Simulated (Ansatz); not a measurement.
# ThS (Fm-3m): phonons and vibrational spectra

How does ThS (Fm-3m) vibrate, and is this structure a minimum?

Program: Ansatz 0.2.0. Level of theory: DFT PBEsol, scalar-relativistic, plane waves, PAW. Results are calculated unless marked as measured.

## 1. The structure

The structure is cubic, space group Fm-3m (No. 225). The conventional cell has a = 5.682 Å, b = 5.682 Å, c = 5.682 Å, α = 90.00°, β = 90.00°, γ = 90.00°. Th has 6 S at 2.84 Å nearest. Nearest to S lie 6 Th at 2.84 Å. Farther neighbours and most contacts between anions are not listed.

Structure file:

```cif
data_structure
_symmetry_space_group_name_H-M 'Fm-3m'
_symmetry_Int_Tables_number 225
_cell_length_a 5.6820
_cell_length_b 5.6820
_cell_length_c 5.6820
_cell_angle_alpha 90.000
_cell_angle_beta 90.000
_cell_angle_gamma 90.000
_cell_volume 183.44
loop_
_atom_site_label
_atom_site_type_symbol
_atom_site_symmetry_multiplicity
_atom_site_Wyckoff_symbol
_atom_site_fract_x
_atom_site_fract_y
_atom_site_fract_z
_atom_site_occupancy
Th1 Th 4 a 0.00000 0.00000 0.00000 1
S1 S 4 b 0.50000 0.00000 0.00000 1
```

## 2. Relaxation

The volume is held at the value of the starting cell, and symmetry leaves nothing else free, so this is a single point.

input.yaml reads:

```yaml
crystal:
  lattice:
    - [0.0, 2.841, 2.841]
    - [2.841, 0.0, 2.841]
    - [2.841, 2.841, 0.0]
  atoms:
    - { symbol: Th, position: [0.0, 0.0, 0.0] }
    - { symbol: S, position: [0.5, 0.5, 0.5] }
kpoints:
  mp_grid: { grid: [12, 12, 12] }
hamiltonian:
  xc: pbesol
scf:
  occupations: { method: gaussian, width: 0.1 }
output:
  forces: true
  stress: true
  eigenvalues: true
  write_density: true
  write_potential: true
  elf: true
  volumetric_format: npy
```

On the command line:

```
$ ansatz run input.yaml --threads 4 --pin off --max-ram 16384MiB --backend cpu --events-out ev --progress --plain --runs-dir out
```

Numbers of over 12 decimals in the logs are rounded to 6 here.

What it wrote:

```text
Engine: ansatz 0.2.0, aarch64-unknown-linux-gnu
Pseudopotentials: kind: paw
Pseudopotential: Th, paw, valence charge 12, recommended cutoff 420 eV (normal), Th.paw.azcp
Pseudopotential: S, paw, valence charge 6, recommended cutoff 420 eV (normal), S.paw.azcp
Functional definition: PBEsol
  exchange = pbesol_x
  correlation = pbesol_c
Crystal: 2 atoms, lattice volume = 45.861 Å³
Basis set: ecut = 420 eV, 893 PW (Γ), exchange–correlation on 54×54×54 points (8 copies of the dense FFT grid, shifted against one another)
Bands: 13, of which v1, the nominal top of the filled ones, is band 9 counted from 1 (8 counted from 0)
Symmetry: 48 space group operations
Space group: Fm-3m (ITA 225), of the structure as read, at distance tolerance 3.6e-5 Å
k-points: 72 of 1728
Non-local potential: Th, projectors of the file, l = 0: 3, l = 1: 2, l = 2: 2, l = 3: 3
Non-local potential: S, projectors of the file, l = 0: 2, l = 1: 2, l = 2: 2
PAW form: soft (Blöchl's): semilocal exchange-correlation on the pseudo side does not see the compensation charge
PAW frozen core: Th, regenerated for the run's functional, and the local potential with it (the file was generated under x = pbe(κ = 0.804, μ = 0.219515), c = pbe(β = 0.066725))
PAW frozen core: S, regenerated for the run's functional, and the local potential with it (the file was generated under x = pbe(κ = 0.804, μ = 0.219515), c = pbe(β = 0.066725))
PAW one-centre angular grid: Th, 590 points (default); XC on 64 Gauss nodes
PAW one-centre angular grid: S, 110 points (default); XC on 64 Gauss nodes
Initial density: superposition of atomic densities (neutral atoms: chi_scale 0, normalization atom), corrected by the library's trained network
Initial wavefunctions: pseudopotential atomic-orbital guess
Functional: x = pbesol(κ = 0.804, μ = 0.123457), c = pbesol(β = 0.046)
SCF iter   1: F=—  HF=-13944.941767 eV  |F-HF|=—  |Δ(HF+E_count)|=         —  Δρ=3.49e-3  dr2=5.79e-3  ethr=1.77e-3  ⟨swp⟩=4.7  Hψ=4786  notcnv=0
preconditioner: auto → Kerker (q_TF=auto, 2.335 Å⁻¹)  [metal: Δε(μ)=0.039 eV  Ē_g=11.835 eV  σ=0.100 eV  W_gap=0.21  n_scr=14 (ndim 8)  ℏωp=21.9 eV  f_vac=0.000  D(μ)=1.03/eV (n_scr^D=8)]
SCF iter   2: F=—  HF=-13944.940210 eV  |F-HF|=—  |Δ(HF+E_count)|=   1.56e-3  Δρ=1.87e-3  dr2=1.32e-3  ethr=3.22e-5  ⟨swp⟩=2.2  Hψ=2143  notcnv=0
SCF iter   3: F=—  HF=-13944.940154 eV  |F-HF|=—  |Δ(HF+E_count)|=   5.61e-5  Δρ=3.16e-4  dr2=3.98e-5  ethr=7.31e-6  ⟨swp⟩=2.3  Hψ=1377  notcnv=0
SCF iter   4: F=—  HF=-13944.940169 eV  |F-HF|=—  |Δ(HF+E_count)|=   1.50e-5  Δρ=1.05e-4  dr2=4.01e-6  ethr=2.21e-7  ⟨swp⟩=2.5  Hψ=1392  notcnv=0
SCF iter   5: F=—  HF=-13944.940169 eV  |F-HF|=—  |Δ(HF+E_count)|=   1.44e-8  Δρ=1.88e-5  dr2=1.52e-7  ethr=2.23e-8  ⟨swp⟩=2.3  Hψ=1380  notcnv=0
SCF iter   6: F=-13944.940169 eV  HF=-13944.940169 eV  |F-HF|=7.71e-10  |Δ(HF+E_count)|=   7.37e-9  Δρ=4.17e-6  dr2=6.54e-9  ethr=5.56e-10  ⟨swp⟩=9.0  Hψ=6465  notcnv=0
SCF 1 converged in 6 iterations: F = -13944.940169 eV  dr2 = 6.54e-9
  greatest PAW one-centre occupation: 0.978 electrons in one spin orbital (limit 2), on the Th atom at site 0 (counted from 0), in its partial waves of l = 0
SCF converged after 6 iterations
Free energy (F): -13944.940169 eV
Harris-Foulkes:  -13944.940169 eV  (|F-HF|=7.71e-10)
Internal energy: -13944.935078 eV  (E = F + TS)
E sigma→0 (E₀):  -13944.937624 eV
Entropy (-TS):   -0.005091 eV (-2.545 meV/atom)
Fermi energy:    14.943485 eV
--- Per-component energies (eV) ---
  E_band       = 21.851089
  E_kinetic    = 337.231581
  E_local      = -384.886274  (includes V_loc(G=0)·N_el)
  E_nonlocal   = 189.566169
  E_hartree    = 100.868543
  E_xc         = -484.250437
  E_vxc        = -268.159880  (∫ρ·V_xc dr)
  E_paw        = -12459.094740  (= ΣΔE_a)
  E_vpaw       = -53.638574  (= ΣTr[D̂ρ^β])
  E_aug_tail   = 0.000001  (compensation charges beyond the density's cutoff)
  E_ewald      = -1244.569201
  E_core_change = 0.199278  (= ΣΔE_core)
  E_smearing   = -0.005091  (= −TS)
  E_closure    = -0.000000  (closes the sum)
  Σ components = -13944.940169   (vs F -13944.940169, Δ=0.00e0)
--- Forces (eV/Å), atoms counted from 1 ---
  atom   1  Th     0.00000000     0.00000000     0.00000000
  atom   2  S      0.00000000    -0.00000000     0.00000000
  max |Σ_I F_I| component: 4.50e-30 eV/Å
--- Stress (GPa, compression-positive) ---
       -1.906583      -0.000000      -0.000000
       -0.000000      -1.906583      -0.000000
       -0.000000      -0.000000      -1.906583
  P = ⅓ Tr σ = -1.9066 GPa (-19.066 kbar)
--- Band table (eV; the first three rows and the last of 72) ---
  k-point 0: bands = [... 5 lower, 10.8905, 10.8905, 10.8905, 14.4433, 14.4433, 14.4433, 15.6706, 15.6706]
  k-point 1: bands = [... 5 lower, 10.6030, 10.7348, 10.7348, 14.3254, 14.5453, 14.5453, 15.8684, 15.8684]
  k-point 2: bands = [... 5 lower, 9.9454, 10.3674, 10.3674, 14.2225, 14.8303, 14.8303, 16.3016, 16.3016]
  k-point 71: bands = [... 5 lower, 9.2302, 10.9166, 10.9166, 14.5802, 14.5802, 16.7838, 16.7838, 16.8954]
```

Elapsed: 0.99 s, on 4 threads of Arm Neoverse V2, shared host; peak memory 0.36 GiB.

This step gave:

```yaml
pressure: -1.907 GPa
volume_per_atom: 22.93 Å³
gap_on_the_k_mesh: 0 eV
```

ELF in the ac plane of the conventional cell at fractional y = 0.000, with atoms of Th and S within 0.2 Å of it. It is the smooth field of the valence electrons, not physical close to the nuclei.

Ten even steps from '0' (0.04) to '9' (0.81), each cell a mean:
```
0694389427952782
7983279999952598
7641257888631257
3211122333211122
6542113444211355
9984148988622699
6995269647843897
0696377004843892
2795278206943894
9995259879832799
8863125776412578
3321112232111223
4421135565421134
8862269999841489
4784389769952696
0484389206963770
```
Columns run along a (5.7 Å), rows up along c (5.7 Å), edges of the conventional cell, whose origin can differ from the input's. Atoms in or near the plane, at fractional coordinates: Th at (0.00, 0.00), Th at (0.50, 0.50), S at (0.50, 0.00), S at (0.00, 0.50).

Valence density in the ac plane of the conventional cell at fractional y = 0.000, with atoms of Th and S within 0.2 Å of it. It is the smooth field of the valence electrons, not physical close to the nuclei.

Ten even steps from '_' (0.1 e/Å³) to '@' (1.5 e/Å³), each cell a mean:
```
++@@%%::..--**++--**++::..++@@**
@@@@++..__::==****++--..__--##@@
**==..______::----::..____..--++
....__________......__________..
::..________..::--::________..::
++==::____..++%%%%##--____..--++
****==....==@@@@%%@@##::..::++**
..**++::..**@@++==%%%%--..--**--
--**++::..++@@**++@@%%::..--**++
**++--..__--##@@@@@@++..__::==**
--::..____..--++**==..______::--
....__________......__________..
--::________..::::..________..::
%%##--____..--++++==::____..++%%
%%@@##::..::++******==....==@@@@
==%%%%--..--**--..**++::..**@@++
```
Columns run along a (5.7 Å), rows up along c (5.7 Å), edges of the conventional cell, whose origin can differ from the input's. Atoms in or near the plane, at fractional coordinates: Th at (0.00, 0.00), Th at (0.50, 0.50), S at (0.50, 0.00), S at (0.00, 0.50).

Electrostatic potential energy in the ac plane of the conventional cell at fractional y = 0.000, with atoms of Th and S within 0.2 Å of it. With pseudopotentials it is smooth inside the atoms' cores, unlike the true potential.

Ten even steps from '_' (-76 eV) to '@' (15 eV), each cell a mean:
```
__..++%%@@@@**++**++%%@@@@##::__
::==##@@@@@@%%****##@@@@@@%%++::
**##%%@@@@@@@@@@%%@@@@@@@@@@%%##
@@@@@@@@@@@@@@@@@@@@@@@@@@@@@@@@
@@@@@@@@@@@@@@%%%%%%@@@@@@@@@@@@
##%%@@@@@@%%##++==**%%@@@@@@@@%%
++**%%@@@@##==..__::**%%@@@@##++
**++##@@@@**::______==%%@@%%****
**++%%@@@@##::____..++%%@@@@**++
**##@@@@@@%%++::::==##@@@@@@%%**
%%@@@@@@@@@@%%##**##%%@@@@@@@@@@
@@@@@@@@@@@@@@@@@@@@@@@@@@@@@@@@
%%%%@@@@@@@@@@@@@@@@@@@@@@@@@@%%
==**%%@@@@@@@@%%##%%@@@@@@%%##++
__::**%%@@@@##++++**%%@@@@##==..
____==%%@@%%******++##@@@@**::__
```
Columns run along a (5.7 Å; values clipped at the 3rd and 97th percentile), rows up along c (5.7 Å), edges of the conventional cell, whose origin can differ from the input's. Atoms in or near the plane, at fractional coordinates: Th at (0.00, 0.00), Th at (0.50, 0.50), S at (0.50, 0.00), S at (0.00, 0.50).

## 3. Relaxing to small forces for the phonons

Symmetry and the fixed volume leave nothing to relax, so a single point is run on the k mesh and occupations of the first response run.

input.yaml: that of step 2 with these lines changed.

```diff
@@ -13,3 +13,3 @@
 scf:
-  occupations: { method: gaussian, width: 0.1 }
+  occupations: { method: methfessel_paxton, width: 0.2 }
 output:
```

What it wrote:

```text
[...]
Crystal: 2 atoms, lattice volume = 45.861 Å³
Basis set: ecut = 420 eV, 893 PW (Γ), exchange–correlation on 54×54×54 points (8 copies of the dense FFT grid, shifted against one another)
Bands: 13, of which v1, the nominal top of the filled ones, is band 9 counted from 1 (8 counted from 0)
Symmetry: 48 space group operations
[...]
k-points: 72 of 1728
[...]
--- Band table (eV; the first three rows and the last of 72) ---
  k-point 0: bands = [... 5 lower, 10.8903, 10.8903, 10.8903, 14.4430, 14.4430, 14.4430, 15.6701, 15.6701]
  k-point 1: bands = [... 5 lower, 10.6028, 10.7346, 10.7346, 14.3250, 14.5450, 14.5450, 15.8677, 15.8677]
  k-point 2: bands = [... 5 lower, 9.9453, 10.3673, 10.3673, 14.2220, 14.8299, 14.8299, 16.3003, 16.3003]
  k-point 71: bands = [... 5 lower, 9.2302, 10.9164, 10.9164, 14.5795, 14.5795, 16.7812, 16.7812, 16.8929]
[key lines of the parts left out:]
SCF converged after 6 iterations
Free energy (F): -13944.937136 eV
Fermi energy:    14.952473 eV
P = ⅓ Tr σ = -1.9327 GPa (-19.327 kbar)
```

It took 1.1 s on 4 threads; peak memory 0.36 GiB.

This step gave:

- pressure: -1.933 GPa

Valence density in the ac plane of the conventional cell at fractional y = 0.000, with atoms of Th and S within 0.2 Å of it. It is the smooth field of the valence electrons, not physical close to the nuclei.

Ten even steps from '0' (0.1 e/Å³) to '9' (1.5 e/Å³), each cell a mean:
```
5982136536521596
9951024665310379
6410002332100135
1100000111000001
2100001232000012
5420015887300135
6641149989721256
1652169548831363
3652159659821365
6531037999510246
3210013564100023
1100000111000001
3200001221000012
8730013554200158
8972125666411499
4883136316521695
```
Columns run along a (5.7 Å), rows up along c (5.7 Å), edges of the conventional cell, whose origin can differ from the input's. Atoms in or near the plane, at fractional coordinates: Th at (0.00, 0.00), Th at (0.50, 0.50), S at (0.50, 0.00), S at (0.00, 0.50).

Electrostatic potential energy in the ac plane of the conventional cell at fractional y = 0.000, with atoms of Th and S within 0.2 Å of it. With pseudopotentials it is smooth inside the atoms' cores, unlike the true potential.

Values in eV, 16 rows by 16 columns, each cell a mean:
```
-76 -65 -29   1  10   7 -16 -23 -20 -23  -2  11   7 -12 -50 -74
-55 -39 -11   6  13  12   0 -16 -19  -8   8  13  10  -1 -26 -50
-15  -7   4  11  14  15  12   7   5  10  14  15  13   8  -1 -12
  6   8  12  14  15  14  13  10  10  11  14  15  15  13  10   7
 10  12  14  15  14  11   6   1  -1   3   9  13  15  15  13  11
 -5   3  12  14  12   4 -11 -29 -34 -21  -2   9  14  14   8  -2
-24 -18   3  12   8  -7 -39 -65 -69 -54 -21   3  11  10  -8 -23
-15 -24  -5  10   6 -15 -55 -76 -76 -69 -34  -1  10   5 -19 -20
-20 -23  -2  11   7 -12 -50 -74 -76 -65 -29   1  10   7 -16 -23
-19  -8   8  13  10  -1 -26 -50 -55 -39 -11   6  13  12   0 -16
  5  10  14  15  13   8  -1 -12 -15  -7   4  11  14  15  12   7
 10  11  14  15  15  13  10   7   6   8  12  14  15  14  13  10
 -1   3   9  13  15  15  13  11  10  12  14  15  14  11   6   1
-34 -21  -2   9  14  14   8  -2  -5   3  12  14  12   4 -11 -29
-69 -54 -21   3  11  10  -8 -23 -24 -18   3  12   8  -7 -39 -65
-76 -69 -34  -1  10   5 -19 -20 -15 -24  -5  10   6 -15 -55 -76
```
Columns run along a (5.7 Å; values clipped at the 3rd and 97th percentile), rows up along c (5.7 Å), edges of the conventional cell, whose origin can differ from the input's. Atoms in or near the plane, at fractional coordinates: Th at (0.00, 0.00), Th at (0.50, 0.50), S at (0.50, 0.00), S at (0.00, 0.50).

ELF in the ac plane of the conventional cell at fractional y = 0.000, with atoms of Th and S within 0.2 Å of it. It is the smooth field of the valence electrons, not physical close to the nuclei.

Values, 16 rows by 16 columns, each cell a mean:
```
0.11 0.50 0.74 0.40 0.31 0.71 0.77 0.40 0.26 0.64 0.80 0.50 0.27 0.62 0.69 0.24
0.64 0.77 0.66 0.29 0.27 0.64 0.81 0.77 0.74 0.81 0.76 0.43 0.21 0.49 0.75 0.69
0.64 0.57 0.36 0.16 0.20 0.45 0.64 0.71 0.71 0.68 0.55 0.30 0.15 0.26 0.49 0.62
0.28 0.24 0.17 0.13 0.14 0.20 0.27 0.31 0.32 0.29 0.23 0.16 0.13 0.15 0.21 0.27
0.51 0.47 0.38 0.23 0.13 0.16 0.29 0.40 0.42 0.36 0.22 0.13 0.16 0.30 0.43 0.50
0.79 0.78 0.68 0.38 0.17 0.36 0.66 0.74 0.73 0.71 0.52 0.22 0.23 0.55 0.76 0.80
0.54 0.74 0.78 0.47 0.24 0.57 0.77 0.50 0.38 0.65 0.71 0.36 0.29 0.68 0.81 0.64
0.10 0.54 0.79 0.51 0.28 0.64 0.64 0.11 0.04 0.38 0.73 0.42 0.32 0.71 0.74 0.26
0.26 0.64 0.80 0.50 0.27 0.62 0.69 0.24 0.11 0.50 0.74 0.40 0.31 0.71 0.77 0.40
0.74 0.81 0.76 0.43 0.21 0.49 0.75 0.69 0.64 0.77 0.66 0.29 0.27 0.64 0.81 0.77
0.71 0.68 0.55 0.30 0.15 0.26 0.49 0.62 0.64 0.57 0.36 0.16 0.20 0.45 0.64 0.71
0.32 0.29 0.23 0.16 0.13 0.15 0.21 0.27 0.28 0.24 0.17 0.13 0.14 0.20 0.27 0.31
0.42 0.36 0.22 0.13 0.16 0.30 0.43 0.50 0.51 0.47 0.38 0.23 0.13 0.16 0.29 0.40
0.73 0.71 0.52 0.22 0.23 0.55 0.76 0.80 0.79 0.78 0.68 0.38 0.17 0.36 0.66 0.74
0.38 0.65 0.71 0.36 0.29 0.68 0.81 0.64 0.54 0.74 0.78 0.47 0.24 0.57 0.77 0.50
0.04 0.38 0.73 0.42 0.32 0.71 0.74 0.26 0.10 0.54 0.79 0.51 0.28 0.64 0.64 0.11
```
Columns run along a (5.7 Å), rows up along c (5.7 Å), edges of the conventional cell, whose origin can differ from the input's. Atoms in or near the plane, at fractional coordinates: Th at (0.00, 0.00), Th at (0.50, 0.50), S at (0.50, 0.00), S at (0.00, 0.50).

The forces vanish by symmetry. The volume is held at 22.93 Å³/atom, so a pressure of -1.93 GPa remains at this level.

## 4. Modes at Γ

The zone centre comes first: it holds the modes that light can see, as far as symmetry allows. No field response is asked, since the mesh shows no gap.

input.yaml, the sections that differ from step 3:

```yaml
output:
  eigenvalues: true
phonons:
  method: dfpt
# crystal, kpoints, hamiltonian, scf: as in step 3
```

What it wrote:

```text
[...]
Crystal: 2 atoms, lattice volume = 45.861 Å³
Basis set: ecut = 420 eV, 893 PW (Γ), exchange–correlation on 54×54×54 points (8 copies of the dense FFT grid, shifted against one another)
Bands: 13, of which v1, the nominal top of the filled ones, is band 9 counted from 1 (8 counted from 0)
Symmetry: 48 space group operations
k-points: 163 of 1728 (irreducible under 8 space group operations, time reversal used)
[...]
SCF iter   1: F=—  HF=-13944.938519 eV  |F-HF|=—  |Δ(HF+E_count)|=         —  Δρ=3.48e-3  dr2=5.69e-3  ethr=1.77e-3  ⟨swp⟩=5.0  Hψ=23960  notcnv=0
automatic band count: the SCF goes on with 17 bands, as 13 were too few: they end inside the smearing window of the response
[...]
SCF iter   2: F=—  HF=-13944.937227 eV  |F-HF|=—  |Δ(HF+E_count)|=   1.29e-3  S|Δr|=    0.00e0  Δρ=1.89e-3  dr2=1.38e-3  ethr=3.16e-5  ⟨swp⟩=1.9  Hψ=5153  notcnv=0
[...]
SCF iter   9: F=-13944.937136 eV  HF=-13944.937136 eV  |F-HF|=1.82e-12  |Δ(HF+E_count)|=  1.09e-11  S|Δr|=    0.00e0  Δρ=3.31e-8  dr2=3.11e-13  ethr=1.00e-12  ⟨swp⟩=9.6  Hψ=12728  notcnv=0
SCF 1 converged in 9 iterations: F = -13944.937136 eV  dr2 = 3.11e-13
[...]
DFPT response loops at Γ: preconditioner auto → Kerker (q_TF=auto, 2.335 Å⁻¹) (partly filled bands, converged f_vac=0.000); β = 1.00, the filter's whole step (`scf.mixing.beta` (0.50) is not read by the response loops under this deck's `scf.mixing.preconditioner`; to damp them name `kerker` or `kerker_dos`, under which they read `scf.mixing.beta`, and type it under 1.00, their step now; both keys bind the ground state too); Broyden in place of MSR1
SCF converged after 9 iterations
[...]
Free energy (F): -13944.937136 eV
[...]
Internal energy: -13944.940322 eV  (E = F + TS)
E sigma→0 (E₀):  -13944.937932 eV
Entropy (-TS):   0.003186 eV (1.593 meV/atom)
Fermi energy:    14.952457 eV
[...]
--- Band table (eV; the first three rows and the last of 163) ---
  k-point 0: bands = [... 5 lower, 10.8903, 10.8903, 10.8903, 14.4430, 14.4430, 14.4430, 15.6700, 15.6700, ... 4 higher]
  k-point 1: bands = [... 5 lower, 10.6028, 10.7346, 10.7346, 14.3250, 14.5450, 14.5450, 15.8677, 15.8677, ... 4 higher]
  k-point 2: bands = [... 5 lower, 9.9453, 10.3673, 10.3673, 14.2220, 14.8299, 14.8299, 16.3003, 16.3003, ... 4 higher]
  k-point 162: bands = [... 5 lower, 9.2302, 10.9164, 10.9164, 14.5795, 14.5795, 16.7811, 16.7811, 16.8929, ... 4 higher]
--- Phonons (Γ-DFPT): 2 representative perturbations + reference, on 163 of 1728 k-points (Σ response iterations 6) ---
  k mesh reduced under 8 symmetry operations, with k and −k counted as one. Each operation leaves every solved perturbation unchanged. A smaller set is not used because it would not reduce the number of displacements times k-points to solve
  ASR residual: 1.030e-5 → 0.000e0 eV/Å²; symmetrization residual: 4.384e-7 eV/Å²
  ASR residual per site (eV/Å²): 1.70e-6 1.03e-5
  Γ frequencies (cm⁻¹): 0.00 0.00 0.00 284.49 284.49 284.49
  non-analytic LO–TO correction: not included (Born effective charges unavailable; polar crystals: no LO–TO splitting at Γ)
```

Elapsed: 8.3 s, on 4 threads; peak memory 0.68 GiB; 30 s of CPU time.

This step gave:

* sum-rule residual before enforcement: 1.03e-5 eV/Å²
* point group: m-3m
* highest optical mode at the zone centre (no LO-TO term): 284.5 cm⁻¹
* lowest optical zone-centre mode: 284.5 cm⁻¹

Patterns of degenerate modes are one choice out of their space. The modes at Γ (shares of kinetic energy by element, %):

```csv
mode,frequency (cm⁻¹),symmetry,Th %,S %
1,0.0,acoustic,88,12
2,0.0,acoustic,88,12
3,0.0,acoustic,88,12
4,284.5,T1u,12,88
5,284.5,T1u,12,88
6,284.5,T1u,12,88
```

Displacements in mode 6 (284.5 cm⁻¹), the largest set to 1:
```
Th1  0.00  0.00 -0.14
S2   0.00  0.00  1.00
```

Before it was imposed, the acoustic sum rule was missed by 1.0e-5 eV/Å². Small misses are needed for a sound result but don't prove that mesh and cutoff are converged. The lowest optical mode is real, 284 cm⁻¹.

(Continued in part 2 of 2.)

[Logs are printed without paths, hosts, clocks, repeated set-up lines and the standing remarks that a program may print on its own settings, such as how far it seeks lower states.]

[Hosts, paths, dates, database ids (printed as entryN), source tags and the programs' standing remarks are cut or masked in the printed files.]
